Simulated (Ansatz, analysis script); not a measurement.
# CaMn2As2: spin spirals and exchange, part 2 of 2

Does a spiral lie below the collinear start of CaMn2As2, and how stiff are the moments?

Ansatz 0.2.0; PBEsol, PAW set soft_1 (files made for PBE).

So far. Step 6 (q = (0, 0, 0)): The largest moment is 3.13 μB, against 3.13 μB in the collinear run. Step 7 (q = (0, 0, 0.5)): The energy of the cell lies 29.3 meV above that at q = 0, and the largest moment is 3.13 μB against 3.13 μB.

## Step 8: q = (0.167, 0, 0)

Level of this step: Ansatz DFT, spin spiral by the generalised Bloch theorem, no spin-orbit coupling; PBEsol, PAW set soft_1; PAW set soft_1 (Ansatz).

Contents of input.yaml:

```yaml
crystal:
  lattice:
    - [4.0003377127, 0.0, 0.0]
    - [-2.0001688564, 3.4643940829, 0.0]
    - [0.0, 0.0, 6.995535]
  atoms:
    - { symbol: Ca, position: [0.0, 0.0, 0.0] }
    - { symbol: Mn, position: [0.33333333, 0.66666667, 0.615869], spin: 3.13, spin_axis: [1.0, 0.0, 0.0] }
    - { symbol: Mn, position: [0.66666667, 0.33333333, 0.384131], spin: 3.13, spin_axis: [-1.0, 0.0, 0.0] }
    - { symbol: As, position: [0.66666667, 0.33333333, 0.729099] }
    - { symbol: As, position: [0.33333333, 0.66666667, 0.270901] }
kpoints:
  mp_grid: { grid: [12, 12, 8] }
hamiltonian:
  xc: pbesol
  pseudopotentials: { kind: paw, azcp: { folder: soft_1 }, xc_functional: pbe }
scf:
  occupations: { method: fermi_dirac, width: 0.05 }
  max_iter: 120
  convergence: { dr2_threshold: 1.0e-08 }
  lower_state_search: "off"
basis:
  ecutwfc: 420.0
magnetization:
  noncollinear: true
  spin_spiral: { q: [0.16666667, 0.0, 0.0] }
checkpoint:
  read: start
```

Command:

```
$ ansatz run input.yaml --threads 2 --pin off --max-ram 4096MiB --backend cpu --events-out ev --progress --plain --runs-dir out
```

Numbers of over 12 decimals in the logs are rounded to 6 here.

Log:

```text
[...]
Crystal: 5 atoms, lattice volume = 96.949 Å³
Basis set: ecut = 420 eV, 1919 PW (Γ)
Bands: 84, of which v1, the nominal top of the filled ones, is band 70 counted from 1 (69 counted from 0)
Symmetry: 2 space group operations
k-points: 320 of 1152
[...]
site 2: m = (-3.1308, -0.0100, +0.0000) μB, |m| = 3.1309 μB  (R = 1.00 Å)
  site 3: m = (-0.0073, +0.0002, +0.0000) μB, |m| = 0.0073 μB  (R = 1.00 Å)
  site 4: m = (+0.0073, +0.0002, +0.0000) μB, |m| = 0.0073 μB  (R = 1.00 Å)
Free energy (F): -19159.858826 eV
[...]
Internal energy: -19159.840291 eV  (E = F + TS)
E sigma→0 (E₀):  -19159.849559 eV
Entropy (-TS):   -0.018534 eV (-3.707 meV/atom)
Fermi energy:    11.089197 eV
[...]
[key lines of the parts left out:]
SCF converged after 13 iterations
Magnetization: |M| = 0.0300 μB,  M = (-0.0000, -0.0300, +0.0000) μB
```

The job ended after 11 min (2 threads of Arm Neoverse V1, shared host; peak memory 3.5 GiB; 22 min of CPU time).

The energy of the cell lies 5.15 meV below that at q = 0, and the largest moment is 3.13 μB against 3.13 μB.

## Step 9: q = (0.333, 0, 0.5)

input.yaml: that of step 8 with these lines changed.

```diff
@@ -25,3 +25,3 @@
   noncollinear: true
-  spin_spiral: { q: [0.16666667, 0.0, 0.0] }
+  spin_spiral: { q: [0.33333333, 0.0, 0.5] }
 checkpoint:
```

Log:

```text
[...]
Crystal: 5 atoms, lattice volume = 96.949 Å³
Basis set: ecut = 420 eV, 1919 PW (Γ)
Bands: 84, of which v1, the nominal top of the filled ones, is band 70 counted from 1 (69 counted from 0)
Symmetry: 2 space group operations
k-points: 320 of 1152
[...]
site 2: m = (-2.9082, -1.1708, +0.0000) μB, |m| = 3.1351 μB  (R = 1.00 Å)
  site 3: m = (+0.0040, +0.0017, +0.0000) μB, |m| = 0.0044 μB  (R = 1.00 Å)
  site 4: m = (-0.0040, +0.0017, +0.0000) μB, |m| = 0.0044 μB  (R = 1.00 Å)
Free energy (F): -19159.827586 eV
[...]
Internal energy: -19159.811871 eV  (E = F + TS)
E sigma→0 (E₀):  -19159.819729 eV
Entropy (-TS):   -0.015715 eV (-3.143 meV/atom)
Fermi energy:    11.069652 eV
[...]
[key lines of the parts left out:]
SCF converged after 23 iterations
Magnetization: |M| = 2.5206 μB,  M = (+0.0001, -2.5206, +0.0000) μB
```

Run time: 22 min. Hardware: 2 threads; peak memory 3.6 GiB.

The energy of the cell lies 26.1 meV above that at q = 0, and the largest moment is 3.14 μB against 3.13 μB.

## Step 10: q = (0.5, 0, 0.5)

input.yaml: that of step 9 with these lines changed.

```diff
@@ -25,3 +25,3 @@
   noncollinear: true
-  spin_spiral: { q: [0.33333333, 0.0, 0.5] }
+  spin_spiral: { q: [0.5, 0.0, 0.5] }
 checkpoint:
```

Log:

```text
Warning: checkpoint.read: spin treatment differs: saved collinear, current noncollinear; the saved charge density seeds this run and the saved magnetisation is carried along the axis that this deck's starting moments share; the saved density holds an absolute magnetisation of 7.2e0 μB; saved orbitals and DFT+U occupations are not carried; the saved PAW projector densities are carried along that axis
[...]
SCF iter  23: F=—  HF=-19159.713662 eV  |F-HF|=—  |Δ(HF+E_count)|=   4.02e-8  Δρ=6.73e-6  dr2=3.40e-9  dr2_m=1.17e-8  ethr=1.43e-11  |M|=9.92e-1 ∫|m|=7.23e0 μB  |m|>n=0.0e0 m-floor=0.0e0 τ_xc=7.4e-3 mc-row=0.0e0  β_m=0.93  ⟨swp⟩=2.3  Hψ=106794  notcnv=0
iter 24 met the thresholds in force, and the SCF goes on: an eigenvalue changes by 0.23 meV, over its tolerance of 0.16 meV (output.eigenvalues, Limitations)
SCF iter  24: F=-19159.713662 eV  HF=-19159.713662 eV  |F-HF|=2.50e-9  |Δ(HF+E_count)|=   3.05e-8  Δρ=4.01e-6  dr2=3.00e-9  dr2_m=3.93e-9  ethr=4.85e-12  |M|=9.93e-1 ∫|m|=7.23e0 μB  |m|>n=0.0e0 m-floor=0.0e0 τ_xc=7.4e-3 mc-row=0.0e0  β_m=0.97  ⟨swp⟩=4.0  Hψ=81159  notcnv=0
```

Run time: 23 min. Hardware: 2 threads; peak memory 3.6 GiB.

The run was cut off at the time left to it in the session, and no result is taken from it.

## Step 11: q = (0.5, 0.167, 0)

input.yaml: that of step 10 with these lines changed.

```diff
@@ -25,3 +25,3 @@
   noncollinear: true
-  spin_spiral: { q: [0.5, 0.0, 0.5] }
+  spin_spiral: { q: [0.5, 0.16666667, 0.0] }
 checkpoint:
```

Log:

```text
Warning: checkpoint.read: spin treatment differs: saved collinear, current noncollinear; the saved charge density seeds this run and the saved magnetisation is carried along the axis that this deck's starting moments share; the saved density holds an absolute magnetisation of 7.2e0 μB; saved orbitals and DFT+U occupations are not carried; the saved PAW projector densities are carried along that axis
[...]
SCF iter   3: F=—  HF=-19159.657742 eV  |F-HF|=—  |Δ(HF+E_count)|=   4.04e-2  Δρ=3.53e-3  dr2=1.39e-2  dr2_m=2.41e-3  ethr=2.08e-5  |M|=7.76e-2 ∫|m|=7.01e0 μB  |m|>n=0.0e0 m-floor=0.0e0 τ_xc=8.3e-2 mc-row=0.0e0  β_m=0.63  ⟨swp⟩=5.8  Hψ=148262  notcnv=0  defer=238
SCF iter   4: F=—  HF=-19159.657425 eV  |F-HF|=—  |Δ(HF+E_count)|=   3.18e-4  Δρ=2.15e-3  dr2=1.83e-3  dr2_m=1.66e-3  ethr=1.98e-5  |M|=8.96e-2 ∫|m|=7.01e0 μB  |m|>n=0.0e0 m-floor=0.0e0 τ_xc=9.2e-2 mc-row=0.0e0  β_m=0.81  ⟨swp⟩=4.2  Hψ=122476  notcnv=0  defer=85
```

Elapsed: 13 min, on 2 threads; peak memory 3.9 GiB.

The run was cut off at the time left to it in the session, and no result is taken from it.

The other 4 runs of this kind were made alike; their results stand in the table below.

## Step 12: Side runs that gave no result

| changed | outcome |
| --- | --- |
| none (memory cap of the command) | refused or stopped by the program |

## Step 13: Analysis

```csv
q (reciprocal lattice),path length (1/Å),E(q) − E(0) (meV a magnetic atom),|m| Mn no. 2 (μB),|m| Mn no. 3 (μB)
"(0, 0, 0)",0.000,0.00,3.13,3.13
"(0.167, 0, 0)",0.302,-2.58,3.13,3.13
"(0.333, 0, 0)",0.605,7.92,3.13,3.13
"(0.5, 0, 0)",0.907,51.95,3.08,3.08
"(0.167, 0.167, 0)",2.035,1.98,3.12,3.12
"(0, 0, 0)",2.558,0.00,3.13,3.13
"(0, 0, 0.5)",3.008,14.65,3.13,3.13
"(0.167, 0, 0.5)",3.310,10.78,3.14,3.14
"(0.333, 0, 0.5)",3.612,13.04,3.14,3.14
```

## Step 14: Summary of results

| Quantity | Value |
| --- | --- |
| lowest point with a result | q = (0.167, 0, 0), -2.58 meV a magnetic atom from q = 0 |
| highest point with a result | 52.0 meV a magnetic atom |

**Reading.** The state at q = (0.167, 0, 0) lies 2.58 meV a magnetic atom below the antiferromagnetic start, so that start is not the lowest state. The moments change by at most 2 % from their size at q = 0, so they are nearly rigid. At some q the unlocked sublattices turned against each other, and such points are left out of a fit. No spin model is given, since this treatment keeps to cells with one magnetic atom. States with other phases between the sublattices can lie lower than any point of this path. Points of the path without a result: 3. They can lie above or below those tabled. The 10 spiral runs took 2.6 h of wall time, added up. Energies are free energies at a smearing of 0.05 eV, and with partly filled levels differences shift, at times strongly, as the smearing goes to zero. In doubt: the program's search for lower states was switched off, so a lower magnetic state than those reached may exist.

[Logs and program files are shortened in this print: banners, set-up blocks, solver, clock and traceback lines can be left out without a mark of their own.]

[Logs are printed without paths, hosts, clocks, repeated set-up lines and the standing remarks that a program may print on its own settings, such as how far it seeks lower states.]

[Hosts, paths, dates, database ids (printed as entryN), source tags and the programs' standing remarks are cut or masked in the printed files.]
